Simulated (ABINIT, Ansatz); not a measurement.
## Quasiparticle gap of SrNiF6 (R-3m) in ABINIT

Aim: the G0W0 gap of SrNiF6 (R-3m) on LDA, step by step.

Main program and level: ABINIT 10.8.3; LDA and many-body steps on it, plane waves.

### 1. Set-up

Symmetry: R-3m, No. 166, trigonal system. The conventional cell has a = 7.074 Å, b = 7.074 Å, c = 6.656 Å, α = 90.00°, β = 90.00°, γ = 120.00°. Nearest to Sr lie 12 F at 2.61 to 2.72 Å. Nearest to Ni lie 6 F at 1.80 Å. Nearest to F lie 1 Ni at 1.80 Å and 2 Sr at 2.61 to 2.72 Å. Farther neighbours and most contacts between anions are not listed.

The cell and positions come from the Crystallography Open Database and are kept as given unless a step says otherwise.

### 2. Ground state

This step: ABINIT 10.8.3; DFT, LDA, plane waves, norm-conserving pseudopotentials.

The ground-state density comes first.

run.abi

```
acell 3*1.0 Angstrom
rprim 
  3.536999999979 2.042087902112 2.218666666700
  -3.536999999979 2.042087902112 2.218666666700
  -0.000000000000 -4.084175804224 2.218666666700
ntypat 3
znucl 38 28 9
natom 8
typat 1 2 3 3 3 3 3 3
xred 
  0.500000000000 0.500000000000 0.500000000000
  0.000000000000 0.000000000000 0.000000000000
  0.276000000000 0.916000000000 0.276000000000
  0.276000000000 0.276000000000 0.916000000000
  0.916000000000 0.276000000000 0.276000000000
  0.724000000000 0.084000000000 0.724000000000
  0.084000000000 0.724000000000 0.724000000000
  0.724000000000 0.724000000000 0.084000000000
pp_dirpath "pseudos"
pseudos "Sr.upf, Ni.upf, F.upf"
ecut 45
ngkpt 4 4 4
nshiftk 1
shiftk 0 0 0
kptopt 1
chksymbreak 0
nband 43
occopt 1
tolvrs 1e-10
nstep 60
prtwf 0
optforces 0
optstress 0
indata_prefix "in"
outdata_prefix "out"
tmpdata_prefix "tmp"
```

Command:

```console
> OMP_NUM_THREADS=1 mpirun -n 4 abinit run.abi > log
```

Numbers of over 12 decimals in the logs are rounded to 6 here.

Output:

```text
.Version 10.8.3 of ABINIT. v10.8.2 released Aug 2026.

 Symmetries : space group R-3 m (#166); Bravais hR (rhombohedral)
================================================================================
 Values of the parameters that define the memory need of the present run
     intxc =       0    ionmov =       0      iscf =       7    lmnmax =       6
     lnmax =       6     mgfft =      54  mpssoang =       3    mqgrid =    3001
     natom =       8  nloc_mem =       1    nspden =       1   nspinor =       1
    nsppol =       1      nsym =      12    n1xccc =    2501    ntypat =       3
    occopt =       1   xclevel =       1
-    mband =          43        mffmem =           1         mkmem =           4
       mpw =        9359          nfft =      157464          nkpt =          13
================================================================================
  Rough estimation (10% accuracy) of disk space for files :
================================================================================

--------------------------------------------------------------------------------
------------- Echo of variables that govern the present computation ------------
--------------------------------------------------------------------------------
 -outvars: echo values of preprocessed input variables --------
            acell      1.8897261259E+00  1.8897261259E+00  1.8897261259E+00 Bohr

      chksymbreak           0
             ecut      4.50000000E+01 Hartree
-          fftalg         312

              ixc       -1012
              kpt      0.00000000E+00  0.00000000E+00  0.00000000E+00
                       2.50000000E-01  0.00000000E+00  0.00000000E+00
                       5.00000000E-01  0.00000000E+00  0.00000000E+00
                       2.50000000E-01  2.50000000E-01  0.00000000E+00
                       5.00000000E-01  2.50000000E-01  0.00000000E+00
                      -2.50000000E-01  2.50000000E-01  0.00000000E+00
                       5.00000000E-01  5.00000000E-01  0.00000000E+00
                       2.50000000E-01  2.50000000E-01  2.50000000E-01
                       5.00000000E-01  2.50000000E-01  2.50000000E-01
                      -2.50000000E-01  2.50000000E-01  2.50000000E-01
                       5.00000000E-01  5.00000000E-01  2.50000000E-01
[...]
kptrlatt        4    0    0      0    4    0      0    0    4
          kptrlen      3.51330317E+01
P           mkmem           4
            natom           8
            nband          43
            ngfft          54      54      54
             nkpt          13
            nstep          60
             nsym          12
           ntypat           3
              occ      2.000000  2.000000  2.000000  2.000000  2.000000  2.000000
                       2.000000  2.000000  2.000000  2.000000  2.000000  2.000000
                       2.000000  2.000000  2.000000  2.000000  2.000000  2.000000
                       2.000000  2.000000  2.000000  2.000000  2.000000  2.000000
                       2.000000  2.000000  2.000000  2.000000  2.000000  2.000000
                       2.000000  2.000000  2.000000  2.000000  2.000000  0.000000
                       0.000000  0.000000  0.000000  0.000000  0.000000  0.000000
                       0.000000
        optforces           0
        optstress           0
            prtwf           0
            rprim      3.5370000000E+00  2.0420879021E+00  2.2186666667E+00
[...]
spgroup         166

           tolvrs      1.00000000E-10

             xred      5.0000000000E-01  5.0000000000E-01  5.0000000000E-01
[...]
znucl       38.00000   28.00000    9.00000

================================================================================

 chkinp: Checking input parameters for consistency.

================================================================================
== DATASET  1 ==================================================================
-   mpi_nproc: 4, omp_nthreads: 1 (-1 if OMP is not activated)

--- !DatasetInfo
iteration_state: {dtset: 1, }
dimensions: {natom: 8, nkpt: 13, mband: 43, nsppol: 1, nspinor: 1, nspden: 1, mpw: 9359, }
cutoff_energies: {ecut:  45.0, pawecutdg:  -1.0, }
electrons: {nelect:   7.00000000E+01, charge:   0.00000000E+00, occopt:   1.00000000E+00, tsmear:   1.00000000E-02, }

 Real(R)+Recip(G) space primitive vectors, cartesian coordinates (Bohr,Bohr^-1):
 R(1)=  6.6839613  3.8589869  4.1926724  G(1)=  0.0748059  0.0431892  0.0795038
 R(2)= -6.6839613  3.8589869  4.1926724  G(2)= -0.0748059  0.0431892  0.0795038
 R(3)=  0.0000000 -7.7179737  4.1926724  G(3)=  0.0000000 -0.0863785  0.0795038
 Unit cell volume ucvol=  6.4885761E+02 bohr^3
 Angles (23,13,12)=  9.91029000E+01  9.91029000E+01  9.91029000E+01 degrees

 getcut: wavevector=  0.0000  0.0000  0.0000  ngfft=  54  54  54
         ecut(hartree)=     45.000   => boxcut(ratio)=   2.03621

--- Pseudopotential description ------------------------------------------------
- Sr Generated using ONCVPSP code by D. R. Hamann
- 38.00000  10.00000  180309                  znucl, zion, pspdat
12 -1012 2 -1 1812                            pspcod,pspxc,lmax,lloc,mmax
     nproj     2     2     2
  pspatm : epsatm=   12.22067766
         --- l  ekb(1:nproj) -->
[...]
-  9.00000   7.00000  201202                  znucl, zion, pspdat
12 -1012 2 -1 824                             pspcod,pspxc,lmax,lloc,mmax
     nproj     2     2     1
  pspatm : epsatm=    4.94580260
         --- l  ekb(1:nproj) -->
[...]
2   -2.364936
 pspatm: atomic psp has been read  and splines computed

   4.31006124E+03                                ecore*ucvol(ha*bohr**3)
--------------------------------------------------------------------------------

_setup2: Arith. and geom. avg. npw (full set) are    9353.016    9353.011

================================================================================

--- !BeginCycle
iteration_state: {dtset: 1, }
solver: {iscf: 7, nstep: 60, nline: 4, wfoptalg: 0, }
tolerances: {tolvrs: 1.00E-10, }

     iter   Etot(hartree)      deltaE(h)  residm     vres2
 ETOT  1  -346.33774458611    -3.463E+02 2.630E-01 1.198E+04
 ETOT  2  -342.31389075457     4.024E+00 9.431E-02 4.197E+04
 ETOT  3  -348.47207303780    -6.158E+00 5.765E-02 6.836E+03
 ETOT  4  -349.32688952611    -8.548E-01 9.192E-02 1.744E+03
 ETOT  5  -349.48914753883    -1.623E-01 9.508E-03 6.961E+02
 ETOT  6  -349.56714863888    -7.800E-02 2.416E-03 1.838E+02
 ETOT  7  -349.59392079804    -2.677E-02 5.924E-04 1.151E+01
 ETOT  8  -349.59557367729    -1.653E-03 7.614E-04 1.489E-02
 ETOT  9  -349.59557051384     3.163E-06 4.925E-04 5.786E-02
 ETOT 10  -349.59557902637    -8.513E-06 5.030E-04 4.182E-05
 ETOT 11  -349.59557903435    -7.978E-09 2.813E-04 6.579E-06
 ETOT 12  -349.59557903527    -9.246E-10 2.528E-04 6.089E-07
 ETOT 13  -349.59557903539    -1.195E-10 1.281E-04 2.461E-08
 ETOT 14  -349.59557903541    -1.563E-11 1.081E-04 4.341E-10
 ETOT 15  -349.59557903541     1.137E-13 5.227E-05 9.189E-12

 At SCF step   15       vres2   =  9.19E-12 < tolvrs=  1.00E-10 =>converged.

--- !ResultsGS
iteration_state: {dtset: 1, }
comment   : Summary of ground state results
lattice_vectors:
- [  6.6839613,   3.8589869,   4.1926724, ]
- [ -6.6839613,   3.8589869,   4.1926724, ]
- [ -0.0000000,  -7.7179737,   4.1926724, ]
lattice_lengths: [   8.78326,    8.78326,    8.78326, ]
lattice_angles: [ 99.103,  99.103,  99.103, ] # degrees, (23, 13, 12)
lattice_volume:   6.4885761E+02
convergence: {deltae:  1.137E-13, res2:  9.189E-12, residm:  5.227E-05, diffor:  0.000E+00, }
etotal    :  -3.49595579E+02
entropy   :   0.00000000E+00
fermie    :   5.23884454E-02
cartesian_stress_tensor: null
pressure_GPa: null
xred      :
- [  5.0000E-01,   5.0000E-01,   5.0000E-01, Sr]
- [  0.0000E+00,   0.0000E+00,   0.0000E+00, Ni]
- [  2.7600E-01,   9.1600E-01,   2.7600E-01,  F]
- [  2.7600E-01,   2.7600E-01,   9.1600E-01,  F]
- [  9.1600E-01,   2.7600E-01,   2.7600E-01,  F]
- [  7.2400E-01,   8.4000E-02,   7.2400E-01,  F]
- [  8.4000E-02,   7.2400E-01,   7.2400E-01,  F]
- [  7.2400E-01,   7.2400E-01,   8.4000E-02,  F]
cartesian_forces: null
force_length_stats: {min: null, max: null, mean: null, }

 Integrated electronic density in atomic spheres:
 ------------------------------------------------
 Atom  Sphere_radius  Integrated_density
[...]
================================================================================

 ----iterations are completed or convergence reached----

 Mean square residual over all n,k,spin=   22.408E-08; max=  52.267E-06
 reduced coordinates (array xred) for    8 atoms
[...]
0.916000000000      0.276000000000      0.276000000000
       0.724000000000      0.084000000000      0.724000000000
       0.084000000000      0.724000000000      0.724000000000
       0.724000000000      0.724000000000      0.084000000000
 rms dE/dt=  0.0000E+00; max dE/dt=  0.0000E+00; dE/dt below (all hartree)
    1       0.000000000000      0.000000000000      0.000000000000
    2       0.000000000000      0.000000000000      0.000000000000
    3       0.000000000000      0.000000000000      0.000000000000
    4       0.000000000000      0.000000000000      0.000000000000
    5       0.000000000000      0.000000000000      0.000000000000
    6       0.000000000000      0.000000000000      0.000000000000
    7       0.000000000000      0.000000000000      0.000000000000
    8       0.000000000000      0.000000000000      0.000000000000

 cartesian coordinates (angstrom) at end:
    1      0.000000     0.000000     3.328000
    2      0.000000     0.000000     0.000000
    3     -2.263680     1.306936     3.257003
    4      0.000000    -2.613873     3.257003
    5      2.263680     1.306936     3.257003
    6      2.263680    -1.306936     3.398997
    7     -2.263680    -1.306936     3.398997
    8      0.000000     2.613873     3.398997
 length scales=  1.889726125908  1.889726125908  1.889726125908 bohr
              =  1.000000000000  1.000000000000  1.000000000000 angstroms
 prteigrs : about to open file out_EIG
 Fermi (or HOMO) energy (hartree) =   0.05239   Average Vxc (hartree)=  -0.40643
 Eigenvalues (hartree) for nkpt=  13  k points:
 kpt#   1, nband= 43, wtk=  0.01563, kpt=  0.0000  0.0000  0.0000 (reduced coord)
  -3.75722   -2.31507   -2.31505   -2.31505   -1.09766   -0.73924   -0.70270   -0.70270
  -0.70042   -0.70042   -0.69922   -0.43732   -0.43732   -0.43544   -0.15621   -0.14762
  -0.14762   -0.10423   -0.10423   -0.09928   -0.07046   -0.06909   -0.06909   -0.04108
  -0.02467   -0.02467   -0.00721   -0.00721    0.00296    0.01478    0.01478    0.03087
   0.03087    0.03456    0.03851    0.08884    0.08884    0.32579    0.41504    0.41504
   0.42392    0.42392    0.44130
 prteigrs : prtvol=0 or 1, do not print more k-points.

--- !EnergyTerms
iteration_state     : {dtset: 1, }
comment             : Components of total free energy in Hartree
kinetic             :  1.83715640562497E+02
hartree             :  1.29137864605177E+02
xc                  : -6.16594287673251E+01
Ewald energy        : -1.93609916526161E+02
psp_core            :  6.64253785529101E+00
local_psp           : -3.76435267769328E+02
non_local_psp       : -3.73870089955597E+01
total_energy        : -3.49595579035409E+02
total_energy_eV     : -9.51298033101989E+03
band_energy         : -3.65485898834023E+01

== END DATASET(S) ==============================================================
================================================================================

 -outvars: echo values of variables after computation  --------
           etotal     -3.4959557904E+02
            nband          43
             nkpt          13
          spgroup         166
 [... the other variables as echoed above ...]

 Calculation completed.
```

It took 96 s on 4 MPI ranks of Arm Neoverse V2, shared host; peak memory 0.48 GiB; 6.4 min of CPU time.

Numbers from this step:

```
total energy               : -9512.9803 eV
gap                        : 0.9919 eV
k of the valence top       : 0.5, 0.5, 0
k of the conduction bottom : 0, 0, 0
least direct gap           : 0.9984 eV
```

The gap is indirect, with the least direct gap 0.007 eV higher.

(Continued in part 2 of 3.)

[Paths, hosts, dates, memory and timing lines, banners, echoed tables and standing remarks are left out of the program output.]

[Logs are printed without paths, hosts, clocks, repeated set-up lines and the standing remarks that a program may print on its own settings, such as how far it seeks lower states.]

[Runs of the session that timed out or met a known fault of the program may be left out.]

[Hosts, paths, dates, database ids (printed as entryN), source tags and the programs' standing remarks are cut or masked in the printed files.]

[G0W0 gaps are taken among the corrected bands and points alone; a level outside them can change the order at an edge.]

[Where Ansatz stands beside ABINIT at settings called matched, ABINIT's density can come from a denser mesh and the files from another edition; pairs whose starting gaps differed by over 0.03 eV were left out, so agreement reads better than it is.]
